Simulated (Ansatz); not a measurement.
# A hypothetical structure for Zn3WS4, part 2 of 2

Starting from a made-up structure for Zn3WS4, the aim is the relaxed cell, its shortest contacts and, where a second run follows, its electronic structure.

Ansatz 0.2.0; DFT, PBE, plane-wave PAW, files of the set soft_1, scalar-relativistic, no spin, cell and ions relaxed at zero pressure; PAW set soft_1 (the session's first sound run).

So far: Starting point; Relaxing cell and atoms. The relaxed cell has a = 5.478 Å (conventional setting).

**3. Electronic structure of the relaxed cell**

A second self-consistent run takes a narrower smearing and the mesh shown in its input; the bands follow along the standard path of the relaxed lattice.

This step: DFT, PBE, plane-wave PAW, files of the set soft_1, scalar-relativistic, no spin, bands and density of states at the relaxed cell; PAW set soft_1 (Ansatz 0.2.0).

input.yaml reads:

```yaml
crystal:
  lattice:
    - [5.4776023332, 0.0, 0.0]
    - [0.0, 5.4776023332, 0.0]
    - [0.0, 0.0, 5.4776023332]
  atoms:
    - { symbol: W, position: [0.0, 0.0, 0.0] }
    - { symbol: Zn, position: [0.0, 0.5, 0.5] }
    - { symbol: Zn, position: [0.5, 0.0, 0.5] }
    - { symbol: Zn, position: [0.5, 0.5, 0.0] }
    - { symbol: S, position: [0.2454839302, 0.2454839302, 0.2454839302] }
    - { symbol: S, position: [0.2454839302, 0.7545160698, 0.7545160698] }
    - { symbol: S, position: [0.7545160698, 0.2454839302, 0.7545160698] }
    - { symbol: S, position: [0.7545160698, 0.7545160698, 0.2454839302] }
kpoints:
  mp_grid: { grid: [6, 6, 6] }
  band_path:
    path:
      - [[0.0, 0.0, 0.0], [0.0, 0.5, 0.0], [0.5, 0.5, 0.0], [0.0, 0.0, 0.0], [0.5, 0.5, 0.5], [0.0, 0.5, 0.0]]
      - [[0.5, 0.5, 0.0], [0.5, 0.5, 0.5]]
    npoints: 13
scf:
  occupations: { method: fermi_dirac, width: 0.03 }
  n_extra_bands: 12
hamiltonian:
  xc: pbe
  pseudopotentials: { kind: paw, azcp: { folder: soft_1 } }
output:
  forces: true
  stress: true
  write_bands: true
  dos: { projected: true }
  write_density: true
  write_potential: true
  elf: true
  volumetric_format: npy
```

Started as:

```console
$ ansatz run input.yaml --threads 4 --pin off --max-ram 10240MiB --backend cpu --events-out ev --progress --plain --runs-dir out
```

Numbers of over 12 decimals in the logs are rounded to 6 here.

The program printed:

```text
[...]
Crystal: 8 atoms, lattice volume = 164.351 Å³
Basis set: ecut = 420 eV, 3191 PW (Γ), exchange–correlation on 80×80×80 points (8 copies of the dense FFT grid, shifted against one another)
Bands: 49, of which v1, the nominal top of the filled ones, is band 37 counted from 1 (36 counted from 0)
Symmetry: 24 space group operations
[...]
k-points: 20 of 216 (time reversal used)
[...]
SCF iter   1: F=—  HF=-23954.273827 eV  |F-HF|=—  |Δ(HF+E_count)|=         —  Δρ=5.47e-2  dr2=4.00e0  ethr=3.10e-3  ⟨swp⟩=8.0  Hψ=4879  notcnv=0  defer=5
[...]
SCF iter  10: F=-23953.407194 eV  HF=-23953.407194 eV  |F-HF|=5.81e-8  |Δ(HF+E_count)|=   5.87e-7  Δρ=4.26e-6  dr2=7.82e-8  ethr=1.35e-10  ⟨swp⟩=18.1  Hψ=8581  notcnv=0
SCF 1 converged in 10 iterations: F = -23953.407194 eV  dr2 = 7.82e-8
[...]
NSCF: frozen V_eff on 80 k-points
SCF converged after 10 iterations
Free energy (F): -23953.407194 eV
[...]
Internal energy: -23953.395109 eV  (E = F + TS)
E sigma→0 (E₀):  -23953.401151 eV
Entropy (-TS):   -0.012086 eV (-1.511 meV/atom)
Fermi energy:    8.661291 eV
[...]
--- Forces (eV/Å), atoms counted from 1 ---
  atom   1  W      0.00000000     0.00000000     0.00000000
  atom   2  Zn    -0.00000000    -0.00000000     0.00000000
  atom   3  Zn     0.00000000     0.00000000    -0.00000000
  atom   4  Zn     0.00000000     0.00000000     0.00000000
  atom   5  S     -0.01905079    -0.01905079    -0.01905079
  atom   6  S     -0.01905079     0.01905079     0.01905079
  atom   7  S      0.01905079    -0.01905079     0.01905079
  atom   8  S      0.01905079     0.01905079    -0.01905079
  max |Σ_I F_I| component: 2.78e-16 eV/Å
--- Stress (GPa, compression-positive) ---
       -0.010369       0.000000       0.000000
        0.000000      -0.010369      -0.000000
        0.000000      -0.000000      -0.010369
  P = ⅓ Tr σ = -0.0104 GPa (-0.104 kbar)
--- Band table (eV; the first three rows and the last of 20) ---
  k-point 0: bands = [... 33 lower, 5.1905, 5.1905, 7.4405, 7.4405, 8.3829, 9.0247, 9.0247, 9.0247, ... 8 higher]
  k-point 1: bands = [... 33 lower, 5.1591, 5.1591, 7.5176, 7.8138, 8.5066, 9.1091, 9.1091, 9.4000, ... 8 higher]
  k-point 2: bands = [... 33 lower, 5.1860, 5.1860, 7.6592, 8.5164, 8.8650, 9.1912, 9.1912, 10.2015, ... 8 higher]
  k-point 19: bands = [... 33 lower, 5.3941, 5.3941, 8.5506, 8.5506, 9.1757, 9.1757, 9.1757, 10.7296, ... 8 higher]
```

Elapsed: 19 s, on 4 threads of Arm Neoverse V1, shared host; peak memory 0.73 GiB.

Reading the cycles: dr2 is the Hartree energy of the density residual (eV), the measure of convergence; HF is the Harris–Foulkes estimate of the energy, which meets the free energy F at convergence.

This step gave:

* free energy: -23953.4072 eV
* energy at zero smearing: -23953.4012 eV
* smearing term TS: 0.01209 eV
* Fermi energy: 8.661 eV
* pressure: -0.01037 GPa

From bands.tsv, the bands that come nearest the Fermi level along the path, at its corners, in eV from the Fermi level:

| point | band 34 | band 35 | band 36 | band 37 | band 38 | band 39 | band 40 | band 41 |
| --- | --- | --- | --- | --- | --- | --- | --- | --- |
| Γ | -3.47 | -3.47 | -1.22 | -1.22 | -0.28 | 0.36 | 0.36 | 0.36 |
| X | -3.43 | -3.43 | -0.94 | 0.21 | 0.53 | 0.53 | 0.53 | 2.02 |
| M | -4.07 | -3.18 | -0.30 | -0.19 | 0.37 | 1.14 | 1.14 | 2.40 |
| Γ | -3.47 | -3.47 | -1.22 | -1.22 | -0.28 | 0.36 | 0.36 | 0.36 |
| R | -3.27 | -3.27 | -0.11 | -0.11 | 0.51 | 0.51 | 0.51 | 2.07 |
| X | -3.43 | -3.43 | -0.94 | 0.21 | 0.53 | 0.53 | 0.53 | 2.02 |
| M | -4.07 | -3.18 | -0.30 | -0.19 | 0.37 | 1.14 | 1.14 | 2.40 |
| R | -3.27 | -3.27 | -0.11 | -0.11 | 0.51 | 0.51 | 0.51 | 2.07 |

Counts of states for the cell as run, both spins, by energy window (eV from the Fermi level):

| from | to | total |
| --- | --- | --- |
| -8 | -7 | 12.98 |
| -7 | -6 | 6.13 |
| -6 | -5 | 3.56 |
| -5 | -4 | 9.28 |
| -4 | -3 | 4.71 |
| -3 | -2 | 0.00 |
| -2 | -1 | 0.06 |
| -1 | 0 | 3.97 |
| 0 | 1 | 5.20 |
| 1 | 2 | 2.47 |
| 2 | 3 | 3.09 |
| 3 | 4 | 5.74 |

Below -8 eV lie 33.3 more states.

Electrostatic potential energy in the ac plane at fractional y = 0.000, with atoms of W and Zn within 0.2 Å of it. With pseudopotentials it is smooth inside the atoms' cores, unlike the true potential.

Values in eV, 15 rows by 15 columns, each cell a mean:
```
-37 -36 -17   3   9  11  12  12  12  12  11   7  -4 -28 -38
-31 -23  -5   6  10  11  11  12  12  11  10   8   2 -14 -28
 -6  -1   4   8  10  10  11  11  11  11  10   9   7   2  -4
  7   8   9   9   9  10   9   9   9   9  10   9   9   8   7
 11  11  10  10   9   8   4   0   1   6   9  10  10  10  11
 12  12  11  10   8   2 -16 -29 -25  -7   6   9  11  11  12
 12  12  11  10   7  -9 -36 -41 -41 -25   1   9  11  12  12
 12  12  11  10   7 -12 -39 -41 -41 -29   0   9  11  12  12
 12  12  11  10   8  -3 -28 -39 -36 -16   4   9  11  11  12
 11  11  11  10   9   6  -3 -12  -9   2   8  10  10  11  11
  9  10  10   9   9   9   8   7   7   8   9   9  10  10   9
  2   4   7   9   9  10  10  10  10  10  10   9   8   6   3
-20 -12   0   7  10  11  11  11  11  11  10   9   4  -5 -17
-37 -32 -12   4  10  11  12  12  12  12  11   8  -1 -23 -36
-36 -37 -20   2   9  11  12  12  12  12  11   7  -6 -31 -37
```
Columns run along a (5.5 Å; values clipped at the 3rd and 97th percentile), rows up along c (5.5 Å). Atoms in or near the plane, at fractional coordinates: W at (0.00, 0.00), Zn at (0.50, 0.50).

Valence density in the ac plane at fractional y = 0.000, with atoms of W and Zn within 0.2 Å of it. It is the smooth field of the valence electrons, not physical close to the nuclei.

Ten steps, logarithmic in the rise over the least value, from '0' (0 e/Å³) to '9' (32 e/Å³), each cell a mean:
```
653100000001246
542100000000134
221100000000112
110000000000001
000000111100000
000001243210000
000002587310000
000002698410000
000001365210000
000001122100000
000000000000000
111100000000111
431100000000123
653100000001245
664100000001256
```
Columns run along a (5.5 Å), rows up along c (5.5 Å). Atoms in or near the plane, at fractional coordinates: W at (0.00, 0.00), Zn at (0.50, 0.50).

ELF in the ac plane at fractional y = 0.000, with atoms of W and Zn within 0.2 Å of it. It is the smooth field of the valence electrons, not physical close to the nuclei.

Ten even steps from '0' (0.00) to '9' (0.74), each cell a mean:
```
587542000134587
963342100134348
743554101255435
545664211356544
334553222245533
112332111223211
000122000121100
000111000121000
001222100122110
223442212234422
445664212356544
544664211356535
953453100245337
885442000134468
289542000135795
```
Columns run along a (5.5 Å), rows up along c (5.5 Å). Atoms in or near the plane, at fractional coordinates: W at (0.00, 0.00), Zn at (0.50, 0.50).

**4. Summary of results**

```yaml
space_group_relaxed: P-43m
conventional_cell: a = 5.478, b = 5.478, c = 5.478 Å; α = 90.0°, β = 90.0°, γ = 90.0°
volume_per_atom: 20.54 Å³ (guess 22.52)
```

In words: Zn3WS4 relaxes to P-43m with a = 5.478, b = 5.478 and c = 5.478 Å. The guessed volume was 10 % too large. The space group P-43m was held in the relaxation, so the end point is a stationary structure within it and may be a saddle against distortions or other arrangements. Bands cross the Fermi level, so it is a metal or semimetal at this level. Semilocal functionals can close a small real gap, so this isn't settled for compounds with anions. On the 6×6×6 mesh with the narrower smearing (relaxed on 5×5×5) the largest force component is 0.019 eV/Å and the largest stress component is 0.010 GPa, against the relaxation's thresholds of 0.015 eV/Å and 0.05 GPa. The cutoff wasn't tested. Spin-orbit coupling is left out, which can matter for elements this heavy. No dispersion term is used, so weakly bound directions may come out too long. The runs have no spin, and magnetism wasn't tested. Nothing here tests whether the compound is stable against decomposition.

[Logs are printed without paths, hosts, clocks, repeated set-up lines and the standing remarks that a program may print on its own settings, such as how far it seeks lower states.]

[Hosts, paths, dates, database ids (printed as entryN), source tags and the programs' standing remarks are cut or masked in the printed files.]
